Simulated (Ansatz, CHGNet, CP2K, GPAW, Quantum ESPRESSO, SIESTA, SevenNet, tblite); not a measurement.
**Codes compared on glassy 76SiO2-24MgO (mol %) (94 atoms)**

Aim: run glassy 76SiO2-24MgO (mol %) (94 atoms) in several programs and set results and cost side by side. A plane-wave run serves as the reference.

Method: Kohn-Sham DFT, PBE, SSSP efficiency 1.3.0 pseudopotentials, plane waves, in Quantum ESPRESSO 7.5.

## Step 1: Set-up

The cell holds 94 atoms: 26 Si, 8 Mg and 60 O. Cell: a = 10.793 Å, b = 10.793 Å, c = 10.793 Å, α = 90.0°, β = 90.0°, γ = 90.0°. 94 atoms (26 Si, 8 Mg, 60 O) placed at random at 2.34 g/cm³, melted at 4000 K for 10 ps at fixed volume with the Morse and Coulomb pair potential with partial charges (Pedone, Malavasi, Menziani, Cormack and Segre, J. Phys. Chem. B 110, 11780 (2006)). Quenched from 4000 K to 300 K at 50 K/ps and fixed volume, held 10 ps at zero pressure. Then every atom was moved at random, 0.05 Å r.m.s. a Cartesian component.

## Step 2: Reference: Quantum ESPRESSO, plane waves

The input, pw.in:

```
&control
  calculation = 'scf'
  pseudo_dir = './pseudo'
  outdir = './tmp'
  disk_io = 'none'
  tprnfor = .true.
  tstress = .true.
/
&system
  ibrav = 0
  nat = 94
  ntyp = 3
  ecutwfc = 60
  ecutrho = 480
  nosym = .true.
  occupations = 'smearing'
  smearing = 'fd'
  degauss = 0.003675
/
&electrons
  conv_thr = 4.7e-07
  electron_maxstep = 100
  mixing_beta = 0.4
  mixing_mode = 'plain'
  diagonalization = 'david'
/
ATOMIC_SPECIES
Si 28.085 Si.upf
Mg 24.305 Mg.upf
O 15.999 O.upf
CELL_PARAMETERS angstrom
10.79285 0.00000 0.00000
0.00000 10.79285 0.00000
0.00000 0.00000 10.79285
ATOMIC_POSITIONS crystal
Si 0.38739 0.31806 0.76144
Si 0.19643 0.45894 0.92096
Si 0.17301 0.11526 0.77764
Si 0.11345 0.99577 0.27881
Si 0.03829 0.45915 0.65718
Si 0.87780 0.17858 0.83486
Si 0.73073 0.97471 0.77573
Si 0.79672 0.25402 0.22659
Si 0.06892 0.34606 0.16507
Si 0.68900 0.31620 0.46885
Si 0.66219 0.35388 0.75960
Si 0.30592 0.28145 0.31144
[... 78 atom lines left out ...]
O 0.14590 0.99076 0.68780
O 0.02664 0.17536 0.79770
O 0.15107 0.67596 0.25526
O 0.54463 0.69248 0.69299
K_POINTS gamma
```

Command:

```console
$ OMP_NUM_THREADS=1 mpirun -np 4 pw.x -in pw.in > output.txt
```

What it wrote:

```text
Program PWSCF
     gamma-point specific algorithms are used
     one sub-group per band group will be used
     scalapack distributed-memory algorithm (size of sub-group:  2*  2 procs)
     Parallelization info
     sticks:   dense  smooth     PW     G-vecs:    dense   smooth      PW
     Min        3971    1988    498               376616   133068   16658
     Max        3976    1990    499               376618   133074   16661
     Sum       15893    7957   1993              1506467   532289   66635
     bravais-lattice index     =            0
     lattice parameter (alat)  =      20.3955  a.u.
     unit-cell volume          =    8484.0853 (a.u.)^3
     number of atoms/cell      =           94
     number of atomic types    =            3
[... lines left out ...]
     scf convergence threshold =      4.7E-07
[... lines left out ...]
     number of k points=     1  Fermi-Dirac smearing, width (Ry)=  0.0037
[... lines left out ...]
     total energy              =   -3067.95088962 Ry
[... lines left out ...]
     total energy              =   -3074.05526699 Ry
[... lines left out ...]
     total energy              =   -3074.12805517 Ry
[... lines left out ...]
     c_bands:  1 eigenvalues not converged
[... lines left out ...]
     total energy              =   -3074.17033541 Ry
[... lines left out ...]
     total energy              =   -3074.17033570 Ry
[... lines left out ...]
   -17.2371 -17.1763 -16.9844 -16.9257 -16.8296 -16.7738 -16.5845 -16.5182
   -16.4343 -16.3814 -16.3322 -16.2961 -16.2249 -16.0496 -15.9301 -15.9050
[...]
10.7765  10.8183  10.8573  10.9625  11.0108  11.0600  11.1812  11.2359
    11.2784  11.3783  11.4121  11.4432  11.5238  11.5457  11.6098  11.6367
     the Fermi energy is     5.4835 ev
!    total energy              =   -3074.17033588 Ry
     estimated scf accuracy    <       0.00000004 Ry
     smearing contrib. (-TS)   =      -0.00000000 Ry
     internal energy E=F+TS    =   -3074.17033588 Ry
     The total energy is F=E-TS. E is the sum of the following terms:
     one-electron contribution =   -1269.91499025 Ry
     hartree contribution      =     895.47070030 Ry
     xc contribution           =    -632.07181957 Ry
     ewald contribution        =   -1247.44882236 Ry
     one-center paw contrib.   =    -820.20540401 Ry
     convergence has been achieved in  12 iterations
     negative rho (up, down):  2.468E-05 0.000E+00
     Forces acting on atoms (cartesian axes, Ry/au):
     atom    1 type  1   force =    -0.01021506    0.05459540   -0.06397832
     atom    2 type  1   force =    -0.18442118   -0.05095440    0.02026467
     atom    3 type  1   force =    -0.16455587   -0.00170925   -0.00106377
[...]
atom   93 type  3   force =    -0.03940342   -0.03238493    0.02859798
     atom   94 type  3   force =    -0.14679247    0.10595665   -0.20392566
     Total force =     1.839877     Total SCF correction =     0.000401
     Computing stress (Cartesian axis) and pressure
     negative rho (up, down):  2.468E-05 0.000E+00
          total   stress  (Ry/bohr**3)                   (kbar)     P=       57.92
   0.00021720   0.00016669   0.00011074           31.95       24.52       16.29
   0.00016669   0.00041647  -0.00009640           24.52       61.26      -14.18
   0.00011074  -0.00009640   0.00054761           16.29      -14.18       80.56
     Message from routine punch:
     Nothing written, as per user request (disk_io='none')
```

Elapsed: 3.4 min, on 4 MPI ranks of Arm Neoverse V1, shared host; peak memory 4.2 GiB; 13 min of CPU time.

Banners, paths, timers and routine set-up lines are dropped from the logs unmarked, and long logs keep their key lines alone; longer cuts are marked.

Numbers from this run:

```
r.m.s. force component                           : 2.817 eV/Å
longest force                                    : 15.85 eV/Å
pressure                                         : 5.792 GPa
gap (highest filled to lowest empty level) : 1.872 eV
```

## Step 3: Local order

Pair distribution functions g(r), in bins of 0.2 Å:

```csv
r (Å),total,O-O,O-Si,O-Mg,Si-Si,Si-Mg,Mg-Mg
1.30,0.06,0.00,0.17,0.00,0.00,0.00,0.00
1.50,1.76,0.00,4.99,0.00,0.00,0.00,0.00
1.70,2.67,0.00,7.34,0.68,0.00,0.00,0.00
1.90,0.38,0.00,0.19,2.85,0.00,0.00,0.00
2.10,0.33,0.00,0.00,3.08,0.00,0.00,0.00
2.30,0.15,0.15,0.00,0.81,0.00,0.00,0.00
2.50,1.05,2.59,0.00,0.00,0.00,0.00,0.00
2.70,1.21,2.87,0.00,0.15,0.19,0.32,0.00
2.90,0.83,1.39,0.14,0.50,1.94,0.00,1.76
3.10,0.80,0.52,0.33,0.43,3.19,3.05,4.80
3.30,0.78,0.58,0.50,1.15,1.39,2.42,2.88
3.50,0.92,1.00,0.97,0.60,0.13,1.77,1.33
3.70,1.12,0.82,1.65,1.37,0.32,0.70,0.00
3.90,1.17,0.58,1.98,1.51,0.29,0.94,0.00
4.10,1.17,0.83,1.68,1.11,1.05,0.86,0.90
4.30,1.11,0.81,1.40,1.48,1.19,0.90,0.00
4.50,1.16,1.07,1.06,1.59,1.54,0.94,2.29
4.70,1.02,1.23,0.75,1.17,0.93,1.20,0.71
4.90,1.00,1.23,0.63,0.92,1.35,1.29,1.29
5.10,1.06,1.30,0.76,0.88,1.60,0.84,0.59
5.30,0.92,1.03,0.87,0.71,0.89,0.94,0.54
```

Bonds by pair of elements; cutoffs follow the first minimum of g(r), held within bounds set by covalent radii, and pairs that aren't listed don't count as bonded (cutoffs were set anew for this text, so counts can differ from the run's own analysis):

```csv
pair A-B,cutoff (Å),bonds,mean length (Å),spread (Å),shortest (Å),B about A,A about B
O-Si,2.12,104,1.63,0.082,1.39,1.73,4
O-Mg,2.52,29,2.04,0.152,1.73,0.483,3.62
```

How many atoms have how many bonded neighbours:

```csv
element,mean,2,3,4
Mg,3.62,0,3,5
O,2.22,47,13,0
Si,4,0,0,26
```

Oxygen atoms by the number of network formers (Si, P, Ge, B, Al, As, Ga) bound to them:

```csv
network formers bound to O,O atoms,per cent
0,0,0
1,16,26.7
2,44,73.3
```

Network units: each former by its oxygen neighbours and how many of them bridge to another former:

```csv
former,O neighbours,bridging O,atoms
Si,4,1,1
Si,4,3,13
Si,4,4,12
```

Rings of the network by King's shortest-path rule, up to 12 atoms, one path for each pair of neighbours; H, halogens, alkali and alkaline-earth atoms are left out, and the last column divides by all other atoms, bonded or not:

```csv
ring size (atoms),rings,per network atom
8,4,0.047
10,4,0.047
12,8,0.093
```

## Step 4: The ladder

The programs:
- CHGNet: machine-learned potential, published weights.
- CP2K 2026.2: Gaussian basis with GTH pseudopotentials and a plane-wave density; labels give functional, basis (MOLOPT sets; SR short-range, UZH the newer set with its own potentials), grid cutoff/relative cutoff and solver (OT: orbital transformation; TRS4, TC2, SIGN: linear-scaling purification with its sparsity filter), or its built-in tight binding.
- GPAW 26.7.0: PAW with atomic orbitals (LCAO), plane waves or a real-space grid of spacing h.
- SIESTA 5.4.2: numerical atomic orbitals, whose automatically made sets are far from complete, with PseudoDojo norm-conserving potentials that we converted to its format (checked against plane waves on the same files for H, C, O, Si, Ge and Ca alone); labels give functional, basis size, energy shift and mesh cutoff.
- SevenNet: machine-learned potential, published weights.
- tblite 0.8.0: extended tight binding, driven from Python.

All use the same cell and atoms; the electronic-structure runs use the same k-mesh, and an electronic temperature of 580 K (0.05 eV) where levels are smeared.

Differences are against the plane-wave reference, forces as r.m.s. over components; share is that over the reference's r.m.s. force, slope the least-squares factor from reference forces to these. Total energies of different programs have different zeros and aren't compared.

```csv
run,"Δ force, r.m.s. (meV/Å)",share (%),slope,Δ pressure (GPa),Δ gap (eV),cores,CPU time,memory (GiB)
reference,-,-,-,-,-,4,13 min,4.2
CHGNet 0.3.0 potential,207,7.36,0.976,0.0453,-,1,4.5 s,1.2
CHGNet r2SCAN potential,345,12.2,0.920,-4.51,-,1,4.1 s,1.2
"CP2K GFN1-xTB, OT DIIS",713,25.3,0.916,-3.00,-,1,6.7 s,0.43
"CP2K PBE, DZVP-MOLOPT-SR, 1200/60 Ry, OT DIIS",217,7.70,0.978,0.159,-0.216,4,15 min,5.9
"CP2K PBE, DZVP-MOLOPT-SR, 1200/60 Ry, TRS4 filter 1e-04, SCF 1e-05 (coarse)",294,10.4,0.988,0.41,-,4,3.9 min,5.9
"CP2K PBE, DZVP-MOLOPT-SR, 1200/60 Ry, TRS4 filter 1e-07, SCF 1e-07",213,7.57,0.977,0.145,-,4,6.2 min,6.0
"CP2K PBE, SZV-MOLOPT-SR, 1200/60 Ry, OT DIIS (coarse)",1088,38.6,1.214,21.2,-1.58,2,11 min,4.0
"GPAW PBE, LCAO dzp, h 0.18 Å",352,12.5,1.072,-,-0.177,1,3.4 min,1.7
"GPAW PBE, LCAO sz(dzp), h 0.18 Å (coarse)",1079,38.3,1.151,-,-0.837,1,63 s,1.3
"GPAW PBE, LCAO szp(dzp), h 0.18 Å (coarse)",375,13.3,1.065,-,-0.490,1,2.3 min,1.6
"SIESTA PBE, DZ, shift 0.01 Ry, mesh 500 Ry (coarse)",957,34.0,1.182,12.9,-0.850,2,2.5 min,1.4
"SIESTA PBE, DZP, shift 0.01 Ry, mesh 500 Ry",203,7.22,1.026,2.02,-0.201,2,5.3 min,2.1
"SIESTA PBE, SZ, shift 0.01 Ry, mesh 500 Ry (coarse)",1163,41.3,1.230,17.2,-,1,2.8 min,0.93
"SIESTA PBE, SZ, shift 0.02 Ry, mesh 500 Ry (coarse)",1014,36.0,1.233,9.57,-,1,2.6 min,0.82
SevenNet l3i5 potential,126,4.46,0.973,-0.290,-,1,11 s,1.6
tblite GFN1-xTB,651,23.1,0.890,4.35,-,1,5.4 s,0.13
```

Rows marked coarse were listed beforehand as settings not expected to be converged; some can still land near the reference.

Times of the machine-learned potentials are mostly Python's start and the loading of weights.

CPU time is summed over cores on a shared host, where runs went side by side, so it is rough. Symmetry, cutoffs, thresholds, outputs and thread counts weren't matched or tuned between programs; memory under MPI is the largest rank's times the ranks.

Mean charges by element (e), by run and scheme:

```csv
run,scheme,Si,Mg,O
"CP2K GFN1-xTB, OT DIIS",Mulliken,+0.94,+0.89,-0.53
"CP2K PBE, DZVP-MOLOPT-SR, 1200/60 Ry, OT DIIS",Mulliken,+0.84,+1.36,-0.54
"CP2K PBE, DZVP-MOLOPT-SR, 1200/60 Ry, OT DIIS",Hirshfeld,+0.52,+0.60,-0.31
"CP2K PBE, DZVP-MOLOPT-SR, 1200/60 Ry, TRS4 filter 1e-07, SCF 1e-07",Mulliken,+0.84,+1.36,-0.54
"SIESTA PBE, DZP, shift 0.01 Ry, mesh 500 Ry",Hirshfeld,+0.41,+0.53,-0.25
tblite GFN1-xTB,Mulliken,+0.47,+0.76,-0.31
```

Within one program, basis, potentials and functional, energies share a zero. Each run against its twin at the usual cutoff or grid and solver:

```csv
run,twin,Δ energy (meV/atom),"Δ force, r.m.s. (meV/Å)",CPU time over the twin's
"CP2K PBE, DZVP-MOLOPT-SR, 1200/60 Ry, TRS4 filter 1e-04, SCF 1e-05","DZVP-MOLOPT-SR, 1200/60 Ry, OT DIIS",3.61,134,0.26
"CP2K PBE, DZVP-MOLOPT-SR, 1200/60 Ry, TRS4 filter 1e-07, SCF 1e-07","DZVP-MOLOPT-SR, 1200/60 Ry, OT DIIS",0.0133,14.7,0.43
```

## Step 5: Results

| Property | Result |
| --- | --- |
| reference r.m.s. force component | 2.82 eV/Å |
| nearest in forces | SevenNet l3i5 potential, 4.5 % |
| farthest in forces | SIESTA PBE, SZ, shift 0.01 Ry, mesh 500 Ry (coarse), 41 % |
| cheapest electronic-structure run beside the reference | tblite GFN1-xTB, 5.4 s of CPU time |

The PBE runs in local orbitals, coarse settings apart, differ by 7.2 % (SIESTA PBE, DZP, shift 0.01 Ry, mesh 500 Ry) to 13 % (GPAW PBE, LCAO dzp, h 0.18 Å); basis, grid and potentials can all enter. Tight binding differs by 23 % (tblite GFN1-xTB) to 25 % (CP2K GFN1-xTB, OT DIIS); it is another model, with fitted parameters of its own, and the xTB methods hold dispersion. Machine-learned potentials differ by 4.5 % (SevenNet l3i5 potential) to 12 % (CHGNet r2SCAN potential); they were trained on other programs' data, some at another functional. Runs with settings chosen to be coarse differ by 10 % (CP2K PBE, DZVP-MOLOPT-SR, 1200/60 Ry, TRS4 filter 1e-04, SCF 1e-05) to 41 % (SIESTA PBE, SZ, shift 0.01 Ry, mesh 500 Ry), their programs' other errors included. Of the electronic-structure runs that take under half the reference's CPU time, SIESTA PBE, DZP, shift 0.01 Ry, mesh 500 Ry comes nearest, at 7.2 % in 5.3 min against 13 min; its pressure misses by +2.0 GPa. SIESTA PBE, SZ, shift 0.02 Ry, mesh 500 Ry stiffens the forces by a factor of 1.23 while following their directions (correlation 0.976); the slopes of the 4 SIESTA runs lie between 1.03 and 1.23. At the same functional, gaps differ from the reference's 1.87 eV by between -1.58 and -0.18 eV. In pressure, CP2K PBE, SZV-MOLOPT-SR, 1200/60 Ry, OT DIIS misses by +21.2 GPa, at the same functional. Charges hang on model, scheme and program or settings: among these rows the mean for Mg runs from +0.53 to +1.36 e. With TRS4, tightening the sparsity filter from 1e-04 to 1e-07, and the SCF threshold with it, takes the force difference from the cubic solver from 134 to 15 meV/Å, and the CPU time from 0.26 to 0.43 times the cubic solver's. In the reference: filled and empty levels are parted by 1.87 eV (on the run's k-points); a semilocal functional tends to put such gaps too low. In a disordered cell it changes from sample to sample, and tail or defect levels can set it. In the reference: for some of the pairs, g(r) has its first main peak near 2.6 Å (O-O), 1.6 Å (O-Si), 2.1 Å (O-Mg), 3.1 Å (Si-Si), 3.1 Å (Si-Mg) and 3.1 Å (Mg-Mg). Periodic xTB results under one method name differ between programs and library versions. Forces of 2.8 eV/Å r.m.s. are well above thermal ones: they come largely from the bond lengths of the classical model and from the random displacements, and they dominate the comparison. The potentials hold different valence shells: 480 electrons in the reference, 544 in GPAW, 544 in CP2K with SZV-MOLOPT-SR and 544 in SIESTA; this bears on time and differences. The reference's pressure holds the uncorrected Pulay stress of its 60 Ry basis, so small pressure differences, and their order, may be the reference's own error. Machine-learned potentials mimic data converged in k, so the reference's own k-point error enters their differences. The quench rate of 50 K/ps is many orders above laboratory rates, so the cell is likely richer in defects and strain than a real sample. The network of bonds at the start is that of the classical potential that made the cell, and needn't be the one that DFT or experiment would give. The reference's stress is far from hydrostatic: its diagonal is 3.2, 6.1, 8.1 GPa, compression counted positive. The electronic-structure runs sample only Γ, in a cell whose shortest periodic width is 11 Å.

[Also dropped from logs without a mark: logging warnings of Python, and SIESTA's first energy breakdown and zero terms.]

[Logs are printed without paths, hosts, clocks, repeated set-up lines and the standing remarks that a program may print on its own settings, such as how far it seeks lower states.]

[Hosts, paths, dates, database ids (printed as entryN), source tags and the programs' standing remarks are cut or masked in the printed files.]
